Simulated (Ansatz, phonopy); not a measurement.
# How LiH (Fm-3m) expands on warming, part 2 of 2

Aim: the lattice, expansion, heat capacity and bulk modulus of LiH as it warms.

What experiment has found for this phase:
- heat capacity C_P per formula unit 28.1 J/mol/K and bulk modulus 33.7 GPa near room temperature (given in “High-Throughput Prediction of Finite-Temperature Properties using the Quasi-Harmonic Approximation”, 2016, arXiv:1603.06924)

Ansatz 0.2.0; DFT LDA, scalar-relativistic, plane waves, PAW (the session's first sound run).

So far, isothermal bulk modulus at 298 K (GPa): step 6 (phonons on strained cells, functional LDA, q-mesh 2×2×2) 33.6.

The database entry behind the starting cell differs from later determinations by our own check (the deuteride, about 0.2 % short), so it need not match the best structure at ambient conditions.

## 7. Quasi-harmonic fit by phonopy

This step: DFT LDA, scalar-relativistic, plane waves, PAW (phonopy 4.10.0).

This step gave:

| Item | Value |
| --- | --- |
| volume expansion coefficient at 300 K | 98.06 1e-6/K |
| isothermal bulk modulus at 300 K | 33.55 GPa |
| C_P at 300 K | 14.42 J/mol-atom/K |
| Grüneisen parameter at 300 K | 1.141 |

The energy (each curve on its own zero) by volume; values in meV/atom:

| volume (Å³/atom) | static | F at 0 K | F at 300 K | F at 500 K |
| --- | --- | --- | --- | --- |
| 7.464 | 0 | 6.76 | 8.01 | 10.3 |
| 7.577 | 0.22 | 5.25 | 6.22 | 7.95 |
| 7.667 | 0.68 | 4.35 | 5.09 | 6.4 |
| 7.875 | 2.66 | 3.29 | 3.48 | 3.78 |
| 8.088 | 5.91 | 3.52 | 3.12 | 2.38 |
| 8.308 | 10.4 | 4.99 | 3.96 | 2.11 |
| 8.533 | 16.0 | 7.65 | 5.93 | 2.93 |

Phonopy-qha, vinet fit of F(V) at each temperature. Qha vinet, by row:

| T (K) | fitted volume (Å³/atom) | alpha_V (1e-6/K) | B_T (GPa) | C_P (J/mol-atom/K) | Grueneisen |
| --- | --- | --- | --- | --- | --- |
| 75 | 7.943 | 9.34 | 35.87 | 1.299 | 1.231 |
| 100 | 7.946 | 19.49 | 35.78 | 2.842 | 1.164 |
| 125 | 7.951 | 30.82 | 35.64 | 4.542 | 1.155 |
| 150 | 7.958 | 41.94 | 35.45 | 6.196 | 1.154 |
| 175 | 7.968 | 52.52 | 35.21 | 7.764 | 1.153 |
| 200 | 7.979 | 62.57 | 34.94 | 9.249 | 1.151 |
| 225 | 7.993 | 72.13 | 34.63 | 10.66 | 1.148 |
| 250 | 8.008 | 81.23 | 34.3 | 11.99 | 1.146 |
| 275 | 8.025 | 89.87 | 33.93 | 13.25 | 1.143 |
| 300 | 8.044 | 98.06 | 33.55 | 14.42 | 1.141 |
| 325 | 8.065 | 105.8 | 33.14 | 15.52 | 1.14 |
| 350 | 8.087 | 113.2 | 32.71 | 16.53 | 1.14 |
| 375 | 8.11 | 120.2 | 32.27 | 17.48 | 1.14 |
| 400 | 8.136 | 126.9 | 31.81 | 18.35 | 1.14 |
| 425 | 8.162 | 133.3 | 31.34 | 19.16 | 1.141 |
| 450 | 8.19 | 139.6 | 30.85 | 19.92 | 1.143 |
| 475 | 8.219 | 145.6 | 30.36 | 20.62 | 1.145 |

Table of volume expansion coefficient by temperature; values in 1e-6/K:

| temperature (K) | phonopy-qha, Vinet | Ansatz's own study |
| --- | --- | --- |
| 75 | 9.34 | 8.7 |
| 100 | 19.5 | 19.4 |
| 125 | 30.8 | 30.9 |
| 150 | 41.9 | 42.0 |
| 175 | 52.5 | 52.6 |
| 200 | 62.6 | 62.6 |
| 225 | 72.1 | 72.2 |
| 250 | 81.2 | 81.3 |
| 275 | 89.9 | 89.9 |
| 300 | 98.1 | 98.1 |
| 325 | 106 | 106 |
| 350 | 113 | 113 |
| 375 | 120 | 120 |
| 400 | 127 | 127 |
| 425 | 133 | 133 |
| 450 | 140 | 139 |
| 475 | 146 | 146 |

The fit gives a volume expansion of 98.1 × 10⁻⁶/K at 300 K, against 97.5 at 298 K from the study itself, whose static fit uses more cells.

## 8. Phonons on strained cells, q-mesh 4×4×4

This step: DFT LDA, scalar-relativistic, plane waves, PAW (Ansatz 0.2.0).

input.yaml

```yaml
crystal:
  lattice:
    - [0.0, 1.9544637562, 1.9544637562]
    - [1.9544637562, 0.0, 1.9544637562]
    - [1.9544637562, 1.9544637562, 0.0]
  atoms:
    - { symbol: Li, position: [0.0, 0.0, 0.0] }
    - { symbol: H, position: [0.5, 0.5, 0.5] }
kpoints:
  mp_grid: { grid: [12, 12, 12] }
hamiltonian:
  xc: lda
scf:
  occupations: { method: fixed }
output:
  eigenvalues: true
phonons:
  method: dfpt
  qmesh: [4, 4, 4]
  temperatures: { t_max: 500.0, t_step: 25 }
  thermal_expansion: {}
```

Command:

```console
$ ansatz run input.yaml --threads 4 --pin off --max-ram 16384MiB --backend cpu --events-out ev --progress --plain --runs-dir out
```

Run time: 1.8 min. Hardware: 4 threads of Intel Xeon 6975P-C (Granite Rapids), shared host; peak memory 0.77 GiB.

This step gave:

* volume expansion coefficient at 298 K: 100.2 1e-6/K
* entropy at 298 K: 9.772 J/mol-atom/K
* isothermal bulk modulus at 298 K: 33.43 GPa
* Grüneisen parameter at 298 K: 1.171
* volume at 298 K: 8.045 Å³/atom
* principal linear expansion coefficients at 298 K: 33.39, 33.39, 33.39 1e-6/K

Strained cells of the study; zero-point energy where phonons were solved; the pressures are stresses at a fixed cutoff and can carry an offset from the finite basis. Expansion cells, by row:

| cell | \|a\| (Å) | \|b\| (Å) | \|c\| (Å) | V (Å³/atom) | E - E_lowest (meV/atom) | pressure, compression positive (GPa) | gap (eV) | zero-point energy (meV/atom) |
| --- | --- | --- | --- | --- | --- | --- | --- | --- |
| 1 | 2.764 | 2.764 | 2.764 | 7.466 | 0 | -0.04 | 2.54 | - |
| 2 | 2.786 | 2.786 | 2.786 | 7.646 | 0.553 | -0.971 | 2.565 | - |
| 3 | 2.742 | 2.742 | 2.742 | 7.29 | 0.53 | 0.969 | 2.514 | - |
| 4 | 2.764 | 2.764 | 2.764 | 7.464 | 0 | -0.03 | 2.539 | 117.7 |
| 5 | 2.778 | 2.778 | 2.778 | 7.577 | 0.215 | -0.622 | 2.555 | 115.9 |
| 6 | 2.789 | 2.789 | 2.789 | 7.667 | 0.682 | -1.073 | 2.567 | 114.6 |
| 7 | 2.814 | 2.814 | 2.814 | 7.876 | 2.683 | -2.024 | 2.594 | 111.5 |
| 8 | 2.839 | 2.839 | 2.839 | 8.091 | 5.956 | -2.889 | 2.619 | 108.5 |
| 9 | 2.865 | 2.865 | 2.865 | 8.312 | 10.45 | -3.673 | 2.642 | 105.5 |
| 10 | 2.89 | 2.89 | 2.89 | 8.538 | 16.13 | -4.383 | 2.665 | 102.5 |
| 11 | 2.736 | 2.736 | 2.736 | 7.244 | 0.852 | 1.247 | 2.507 | - |
| 12 | 2.75 | 2.75 | 2.75 | 7.353 | 0.212 | 0.592 | 2.523 | - |
| 13 | 2.914 | 2.914 | 2.914 | 8.745 | 22.13 | -4.956 | 2.684 | - |

Quasi-harmonic; a, b, c are the run's own cell vectors. Expansion, by row:

| T (K) | a (Å) | b (Å) | c (Å) | alpha (deg) | beta (deg) | gamma (deg) | cell volume (Å³/cell) | alpha_a (1e-6/K) | alpha_b (1e-6/K) | alpha_c (1e-6/K) | alpha_V (1e-6/K) | C_P (J/mol-atom/K) | C_V (J/mol-atom/K) | S (J/mol-atom/K) | B_T (GPa) | B_S (GPa) | Grueneisen | extrapolation | fit error (1e-6/K) |
| --- | --- | --- | --- | --- | --- | --- | --- | --- | --- | --- | --- | --- | --- | --- | --- | --- | --- | --- | --- |
| 0 | 2.821 | 2.821 | 2.821 | 60 | 60 | 60 | 15.88 | 0 | 0 | 0 | 0 | 0 | 0 | 0 | 35.9 | 35.9 | - | 0 | 0 |
| 25 | 2.821 | 2.821 | 2.821 | 60 | 60 | 60 | 15.88 | 0.04 | 0.04 | 0.04 | 0.13 | 0.021 | 0.021 | 0.006 | 35.9 | 35.9 | 1.033 | 0 | 0 |
| 50 | 2.821 | 2.821 | 2.821 | 60 | 60 | 60 | 15.88 | 0.72 | 0.72 | 0.72 | 2.16 | 0.321 | 0.321 | 0.081 | 35.89 | 35.89 | 1.154 | 0 | 0 |
| 75 | 2.822 | 2.822 | 2.822 | 60 | 60 | 60 | 15.88 | 3.19 | 3.19 | 3.19 | 9.56 | 1.38 | 1.379 | 0.385 | 35.85 | 35.88 | 1.188 | 0 | 0 |
| 100 | 2.822 | 2.822 | 2.822 | 60 | 60 | 60 | 15.89 | 6.92 | 6.92 | 6.92 | 20.75 | 2.977 | 2.97 | 0.994 | 35.75 | 35.84 | 1.195 | 0 | 0.01 |
| 125 | 2.823 | 2.823 | 2.823 | 60 | 60 | 60 | 15.9 | 10.89 | 10.89 | 10.89 | 32.68 | 4.682 | 4.659 | 1.842 | 35.6 | 35.77 | 1.196 | 0 | 0.01 |
| 150 | 2.823 | 2.823 | 2.823 | 60 | 60 | 60 | 15.92 | 14.7 | 14.7 | 14.7 | 44.11 | 6.316 | 6.266 | 2.841 | 35.39 | 35.67 | 1.194 | 0 | 0.01 |
| 175 | 2.825 | 2.825 | 2.825 | 60 | 60 | 60 | 15.94 | 18.28 | 18.28 | 18.28 | 54.85 | 7.856 | 7.767 | 3.932 | 35.14 | 35.55 | 1.191 | 0 | 0.01 |
| 200 | 2.826 | 2.826 | 2.826 | 60 | 60 | 60 | 15.96 | 21.67 | 21.67 | 21.67 | 65 | 9.316 | 9.174 | 5.077 | 34.86 | 35.4 | 1.187 | 0 | 0.02 |
| 225 | 2.828 | 2.828 | 2.828 | 60 | 60 | 60 | 15.99 | 24.88 | 24.88 | 24.88 | 74.64 | 10.7 | 10.5 | 6.255 | 34.54 | 35.22 | 1.182 | 0 | 0.02 |
| 250 | 2.83 | 2.83 | 2.83 | 60 | 60 | 60 | 16.02 | 27.93 | 27.93 | 27.93 | 83.8 | 12.02 | 11.73 | 7.452 | 34.19 | 35.03 | 1.178 | 0 | 0.02 |
| 275 | 2.832 | 2.832 | 2.832 | 60 | 60 | 60 | 16.05 | 30.83 | 30.83 | 30.83 | 92.5 | 13.26 | 12.88 | 8.656 | 33.81 | 34.82 | 1.174 | 0 | 0.03 |
| 298.1 | 2.834 | 2.834 | 2.834 | 60 | 60 | 60 | 16.09 | 33.39 | 33.39 | 33.39 | 100.2 | 14.35 | 13.86 | 9.772 | 33.43 | 34.6 | 1.171 | 0 | 0.03 |
| 300 | 2.834 | 2.834 | 2.834 | 60 | 60 | 60 | 16.09 | 33.59 | 33.59 | 33.59 | 100.8 | 14.43 | 13.94 | 9.861 | 33.4 | 34.58 | 1.17 | 0 | 0.03 |
| 325 | 2.836 | 2.836 | 2.836 | 60 | 60 | 60 | 16.14 | 36.21 | 36.21 | 36.21 | 108.6 | 15.52 | 14.9 | 11.06 | 32.98 | 34.34 | 1.168 | 0 | 0.03 |
| 350 | 2.839 | 2.839 | 2.839 | 60 | 60 | 60 | 16.18 | 38.7 | 38.7 | 38.7 | 116.1 | 16.53 | 15.79 | 12.25 | 32.53 | 34.07 | 1.166 | 0 | 0.03 |
| 375 | 2.842 | 2.842 | 2.842 | 60 | 60 | 60 | 16.23 | 41.08 | 41.08 | 41.08 | 123.2 | 17.48 | 16.58 | 13.42 | 32.07 | 33.8 | 1.165 | 0 | 0.04 |
| 400 | 2.845 | 2.845 | 2.845 | 60 | 60 | 60 | 16.28 | 43.37 | 43.37 | 43.37 | 130.1 | 18.35 | 17.3 | 14.58 | 31.59 | 33.5 | 1.164 | 0 | 0.04 |
| 425 | 2.848 | 2.848 | 2.848 | 60 | 60 | 60 | 16.34 | 45.58 | 45.58 | 45.58 | 136.8 | 19.17 | 17.95 | 15.71 | 31.09 | 33.2 | 1.165 | 0 | 0.04 |
| 450 | 2.851 | 2.851 | 2.851 | 60 | 60 | 60 | 16.39 | 47.74 | 47.74 | 47.74 | 143.2 | 19.93 | 18.54 | 16.83 | 30.58 | 32.88 | 1.166 | 0 | 0.05 |
| 475 | 2.855 | 2.855 | 2.855 | 60 | 60 | 60 | 16.45 | 49.85 | 49.85 | 49.85 | 149.6 | 20.65 | 19.07 | 17.93 | 30.05 | 32.54 | 1.168 | 0 | 0.05 |
| 500 | 2.858 | 2.858 | 2.858 | 60 | 60 | 60 | 16.52 | 51.94 | 51.94 | 51.94 | 155.8 | 21.32 | 19.54 | 19 | 29.51 | 32.2 | 1.17 | 0 | 0.05 |

The expansion coefficient by temperature; values in 1e-6/K:

| temperature (K) | volume | principal 1 |
| --- | --- | --- |
| 0 | 0 | 0 |
| 25 | 0.13 | 0.04 |
| 50 | 2.16 | 0.72 |
| 75 | 9.56 | 3.19 |
| 100 | 20.8 | 6.92 |
| 125 | 32.7 | 10.9 |
| 150 | 44.1 | 14.7 |
| 175 | 54.9 | 18.3 |
| 200 | 65 | 21.7 |
| 225 | 74.6 | 24.9 |
| 250 | 83.8 | 27.9 |
| 275 | 92.5 | 30.8 |
| 298 | 100 | 33.4 |
| 300 | 101 | 33.6 |
| 325 | 109 | 36.2 |
| 350 | 116 | 38.7 |
| 375 | 123 | 41.1 |
| 400 | 130 | 43.4 |
| 425 | 137 | 45.6 |
| 450 | 143 | 47.7 |
| 475 | 150 | 49.9 |
| 500 | 156 | 51.9 |

Changing the q-mesh (2×2×2 → 4×4×4) takes the volume expansion at 298 K from 97.5 to 100 × 10⁻⁶/K and B_T from 33.6 to 33.4 GPa.

## 9. Free-energy fit

This step: DFT LDA, scalar-relativistic, plane waves, PAW (phonopy 4.10.0).

Numbers from this step:

| Property | Result |
| --- | --- |
| volume expansion coefficient at 300 K | 100.8 1e-6/K |
| isothermal bulk modulus at 300 K | 33.39 GPa |
| C_P at 300 K | 14.43 J/mol-atom/K |
| Grüneisen parameter at 300 K | 1.17 |

The energy (each curve on its own zero) by volume; values in meV/atom:

| volume (Å³/atom) | static | F at 0 K | F at 300 K | F at 500 K |
| --- | --- | --- | --- | --- |
| 7.464 | 0 | 6.77 | 8.07 | 10.4 |
| 7.577 | 0.22 | 5.26 | 6.27 | 8.04 |
| 7.667 | 0.68 | 4.36 | 5.14 | 6.47 |
| 7.876 | 2.68 | 3.31 | 3.52 | 3.83 |
| 8.091 | 5.96 | 3.57 | 3.15 | 2.39 |
| 8.312 | 10.4 | 5.07 | 3.99 | 2.1 |
| 8.538 | 16.1 | 7.77 | 5.98 | 2.9 |

Phonopy-qha, vinet fit of F(V) at each temperature. Qha vinet, by row:

| T (K) | fitted volume (Å³/atom) | alpha_V (1e-6/K) | B_T (GPa) | C_P (J/mol-atom/K) | Grueneisen |
| --- | --- | --- | --- | --- | --- |
| 75 | 7.942 | 10.19 | 35.86 | 1.374 | 1.267 |
| 100 | 7.945 | 20.86 | 35.76 | 2.945 | 1.201 |
| 125 | 7.95 | 32.59 | 35.6 | 4.65 | 1.192 |
| 150 | 7.958 | 44 | 35.39 | 6.292 | 1.191 |
| 175 | 7.968 | 54.76 | 35.14 | 7.84 | 1.189 |
| 200 | 7.98 | 64.93 | 34.85 | 9.305 | 1.186 |
| 225 | 7.994 | 74.59 | 34.53 | 10.7 | 1.181 |
| 250 | 8.01 | 83.77 | 34.18 | 12.01 | 1.177 |
| 275 | 8.027 | 92.49 | 33.8 | 13.26 | 1.173 |
| 300 | 8.047 | 100.8 | 33.39 | 14.43 | 1.17 |
| 325 | 8.068 | 108.7 | 32.96 | 15.52 | 1.168 |
| 350 | 8.091 | 116.2 | 32.52 | 16.53 | 1.166 |
| 375 | 8.115 | 123.3 | 32.05 | 17.47 | 1.165 |
| 400 | 8.141 | 130.2 | 31.57 | 18.35 | 1.165 |
| 425 | 8.168 | 136.8 | 31.08 | 19.17 | 1.165 |
| 450 | 8.197 | 143.3 | 30.57 | 19.93 | 1.166 |
| 475 | 8.226 | 149.6 | 30.05 | 20.65 | 1.168 |

Table of volume expansion coefficient by temperature; values in 1e-6/K:

| temperature (K) | phonopy-qha, Vinet | Ansatz's own study |
| --- | --- | --- |
| 75 | 10.2 | 9.56 |
| 100 | 20.9 | 20.8 |
| 125 | 32.6 | 32.7 |
| 150 | 44 | 44.1 |
| 175 | 54.8 | 54.9 |
| 200 | 64.9 | 65 |
| 225 | 74.6 | 74.6 |
| 250 | 83.8 | 83.8 |
| 275 | 92.5 | 92.5 |
| 300 | 101 | 101 |
| 325 | 109 | 109 |
| 350 | 116 | 116 |
| 375 | 123 | 123 |
| 400 | 130 | 130 |
| 425 | 137 | 137 |
| 450 | 143 | 143 |
| 475 | 150 | 150 |

The fit gives a volume expansion of 101 × 10⁻⁶/K at 300 K, against 100 at 298 K from the study itself, whose static fit uses more cells.

## 10. A new level, relaxed again

The functional, the potentials or the cutoff change, so the crystal is relaxed again at the new setting.

This step: DFT PBE, scalar-relativistic, plane waves, PAW (Ansatz 0.2.0).

input.yaml, the sections that differ from step 8:

```yaml
hamiltonian:
  xc: pbe
output:
  forces: true
  stress: true
  eigenvalues: true
relax:
  adjacent_minimum: "off"
  f_tol: 0.001
  max_steps: 60
  cell: { stress_tol: 0.01 }
# crystal, kpoints, scf: as in step 8
# phonons: removed
```

The job ended after 1.8 s (4 threads; peak memory 0.34 GiB).

Relaxation path:

| step | energy less that of the first step (eV) | largest force component (eV/Å) | pressure (GPa) | volume (Å³) |
| --- | --- | --- | --- | --- |
| 1 | 0.0000 | 0.0000 | 3.05 | 14.93 |
| 2 | -0.0084 | 0.0000 | 0.99 | 15.66 |
| 3 | -0.0094 | 0.0000 | 0.07 | 16.03 |
| 4 | -0.0093 | 0.0000 | 0.00 | 16.07 |
| 5* | -0.0104 | 0.0000 | 0.04 | 16.07 |
| 6 | -0.0104 | 0.0000 | 0.00 | 16.08 |
| 7* | -0.0104 | 0.0000 | 0.00 | 16.08 |

Relaxation steps marked * repeat the geometry before them on a plane-wave basis chosen anew for their cell, so energy and pressure can jump there.

The run keeps the 48 symmetry operations that it works with, so distortions that break them were not tested.

| conventional cell, symmetrised | before | after | change |
| --- | --- | --- | --- |
| a (Å) | 3.909 | 4.007 | +2.5 % |
| b (Å) | 3.909 | 4.007 | +2.5 % |
| c (Å) | 3.909 | 4.007 | +2.5 % |
| volume (Å³/atom) | 7.47 | 8.04 | +7.7 % |

The relaxed structure:

```cif
data_structure
_symmetry_space_group_name_H-M 'P 1'
_symmetry_Int_Tables_number 1
_cell_length_a 2.8334
_cell_length_b 2.8334
_cell_length_c 2.8334
_cell_angle_alpha 60.000
_cell_angle_beta 60.000
_cell_angle_gamma 60.000
_cell_volume 16.08
loop_
_atom_site_label
_atom_site_type_symbol
_atom_site_fract_x
_atom_site_fract_y
_atom_site_fract_z
_atom_site_occupancy
Li1 Li 0.00000 0.00000 0.00000 1
H2 H 0.50000 0.50000 0.50000 1
```

Numbers from this step:

- pressure: 7.07e-4 GPa
- gap on the k-mesh: 2.984 eV
- volume per atom: 8.042 Å³

The residual pressure is 7.1e-4 GPa, small enough for phonons.

## 11. Phonons on strained cells, q-mesh 4×4×4 (run 2)

input.yaml, the sections that differ from step 10:

```yaml
crystal:
  lattice:
    - [0.0, 2.0034959923, 2.0034959923]
    - [2.0034959923, 0.0, 2.0034959923]
    - [2.0034959923, 2.0034959923, 0.0]
  atoms:
    - { symbol: Li, position: [0.0, 0.0, 0.0] }
    - { symbol: H, position: [0.5, 0.5, 0.5] }
output:
  eigenvalues: true
phonons:
  method: dfpt
  qmesh: [4, 4, 4]
  temperatures: { t_max: 500.0, t_step: 25 }
  thermal_expansion: {}
# kpoints, hamiltonian, scf: as in step 10
# relax: removed
```

Wall time 2.3 min (4 threads); peak memory 0.8 GiB; 8.7 min of CPU time.

Changing the level of theory (LDA → PBE) takes the volume expansion at 298 K from 100 to 128 × 10⁻⁶/K and B_T from 33.4 to 28.7 GPa.

## 12. Comparing the runs

Times are for 4 threads of Intel Xeon 6975P-C (Granite Rapids), shared host. Results by setting:

| no. | functional | cutoff (eV) | k-mesh | q-mesh | method | pressure (GPa) | volume expansion coefficient at 298 K (1e-6/K) | C_P at 298 K (J/mol-atom/K) | isothermal bulk modulus at 298 K (GPa) | time | memory (GiB) |
| --- | --- | --- | --- | --- | --- | --- | --- | --- | --- | --- | --- |
| 1 | lda | 487.2 | 12×12×12 | 2×2×2 | dfpt | 0 | 97.48 | 14.35 | 33.58 | 24 s | 0.55 |
| 2 | lda | 487.2 | 12×12×12 | 4×4×4 | dfpt | 0 | 100.2 | 14.35 | 33.43 | 1.8 min | 0.77 |
| 3 | pbe | 487.2 | 12×12×12 | 4×4×4 | dfpt | 0 | 127.9 | 15.38 | 28.68 | 2.3 min | 0.80 |

The runs together, line volume. The expansion coefficient, volume by temperature; values in 1e-6/K:

| temperature (K) | lda, 487.2, 12×12×12, 2×2×2, dfpt, 0 | lda, 487.2, 12×12×12, 4×4×4, dfpt, 0 | pbe, 487.2, 12×12×12, 4×4×4, dfpt, 0 |
| --- | --- | --- | --- |
| 0 | 0 | 0 | 0 |
| 25 | 0.1 | 0.13 | 0.21 |
| 50 | 1.83 | 2.16 | 3.76 |
| 75 | 8.7 | 9.56 | 15 |
| 100 | 19.4 | 20.8 | 30.2 |
| 125 | 30.9 | 32.7 | 45.4 |
| 150 | 42.0 | 44.1 | 59.5 |
| 175 | 52.6 | 54.9 | 72.6 |
| 200 | 62.6 | 65 | 85.0 |
| 225 | 72.2 | 74.6 | 96.7 |
| 250 | 81.3 | 83.8 | 108 |
| 275 | 89.9 | 92.5 | 118 |
| 298 | 97.5 | 100 | 128 |
| 300 | 98.1 | 101 | 129 |
| 325 | 106 | 109 | 139 |
| 350 | 113 | 116 | 148 |
| 375 | 120 | 123 | 158 |
| 400 | 127 | 130 | 167 |
| 425 | 133 | 137 | 177 |
| 450 | 139 | 143 | 186 |
| 475 | 146 | 150 | 196 |
| 500 | 152 | 156 | 207 |

The runs together, line C_P. Heat capacity, C_P against temperature; values in J/mol-atom/K:

| temperature (K) | lda, 487.2, 12×12×12, 2×2×2, dfpt, 0 | lda, 487.2, 12×12×12, 4×4×4, dfpt, 0 | pbe, 487.2, 12×12×12, 4×4×4, dfpt, 0 |
| --- | --- | --- | --- |
| 0 | 0 | 0 | 0 |
| 25 | 0.019 | 0.021 | 0.028 |
| 50 | 0.288 | 0.321 | 0.456 |
| 75 | 1.30 | 1.38 | 1.79 |
| 100 | 2.87 | 2.98 | 3.59 |
| 125 | 4.57 | 4.68 | 5.41 |
| 150 | 6.22 | 6.32 | 7.12 |
| 175 | 7.78 | 7.86 | 8.71 |
| 200 | 9.26 | 9.32 | 10.2 |
| 225 | 10.7 | 10.7 | 11.6 |
| 250 | 12.0 | 12.0 | 13.0 |
| 275 | 13.3 | 13.3 | 14.3 |
| 298 | 14.3 | 14.3 | 15.4 |
| 300 | 14.4 | 14.4 | 15.5 |
| 325 | 15.5 | 15.5 | 16.6 |
| 350 | 16.5 | 16.5 | 17.6 |
| 375 | 17.5 | 17.5 | 18.6 |
| 400 | 18.3 | 18.4 | 19.5 |
| 425 | 19.2 | 19.2 | 20.4 |
| 450 | 19.9 | 19.9 | 21.2 |
| 475 | 20.6 | 20.6 | 22.0 |
| 500 | 21.3 | 21.3 | 22.8 |

## 13. Quasi-harmonic fit by phonopy

This step: DFT PBE, scalar-relativistic, plane waves, PAW (phonopy 4.10.0).

The energy (each curve on its own zero) by volume; values in meV/atom:

| volume (Å³/atom) | static | F at 0 K | F at 300 K | F at 500 K |
| --- | --- | --- | --- | --- |
| 8.039 | 0 | 7.18 | 8.92 | 11.8 |
| 8.161 | 0.2 | 5.7 | 7.09 | 9.33 |
| 8.277 | 0.77 | 4.67 | 5.72 | 7.38 |
| 8.521 | 3.02 | 3.68 | 3.97 | 4.38 |
| 8.773 | 6.69 | 4.14 | 3.6 | 2.67 |
| 9.032 | 11.7 | 5.98 | 4.52 | 2.17 |
| 9.298 | 18.1 | 9.16 | 6.68 | 2.8 |

The fit gives a volume expansion of 129 × 10⁻⁶/K at 300 K, against 128 at 298 K from the study itself, whose static fit uses more cells.

## 14. What came out

```yaml
settings_of_these_figures: PBE, 487.2 eV, k 12×12×12, q 4×4×4
volume_expansion_coefficient_at_298_k: 127.9 1e-6/K
c_p_at_298_k: 15.38 J/mol-atom/K
entropy_at_298_k: 10.98 J/mol-atom/K
isothermal_bulk_modulus_at_298_k: 28.68 GPa
grueneisen_parameter_at_298_k: 1.315
volume_at_298_k: 8.714 Å³/atom
principal_linear_expansion_coefficients_at_298_k: 42.64, 42.64, 42.64 1e-6/K
```

In words: Near room temperature LiH expands by 128 × 10⁻⁶/K in volume by PBE, with C_P = 15.4 J/(mol K) per mole of atoms and B_T = 28.7 GPa. C_P at room temperature is 62 % of the classical 3R an atom; C_V is 59 %, and the rest is expansion work. A measured bulk modulus near room temperature is 33.7 GPa (arXiv:1603.06924); the calculated 28.7 GPa differs by -15 %. The table does not say whether its value is isothermal or adiabatic. A measured heat capacity per formula unit near room temperature is 28.1 J/mol/K (arXiv:1603.06924); the calculated 30.8 J/mol/K differs by +9 %. The levels of theory differ by up to 27.7 × 10⁻⁶/K in the volume expansion at 298 K.

[Logs are printed without paths, hosts, clocks, repeated set-up lines and the standing remarks that a program may print on its own settings, such as how far it seeks lower states.]

[Hosts, paths, dates, database ids (printed as entryN), source tags and the programs' standing remarks are cut or masked in the printed files.]

[A step with changed settings may run another functional than the one named; its input shows which.]
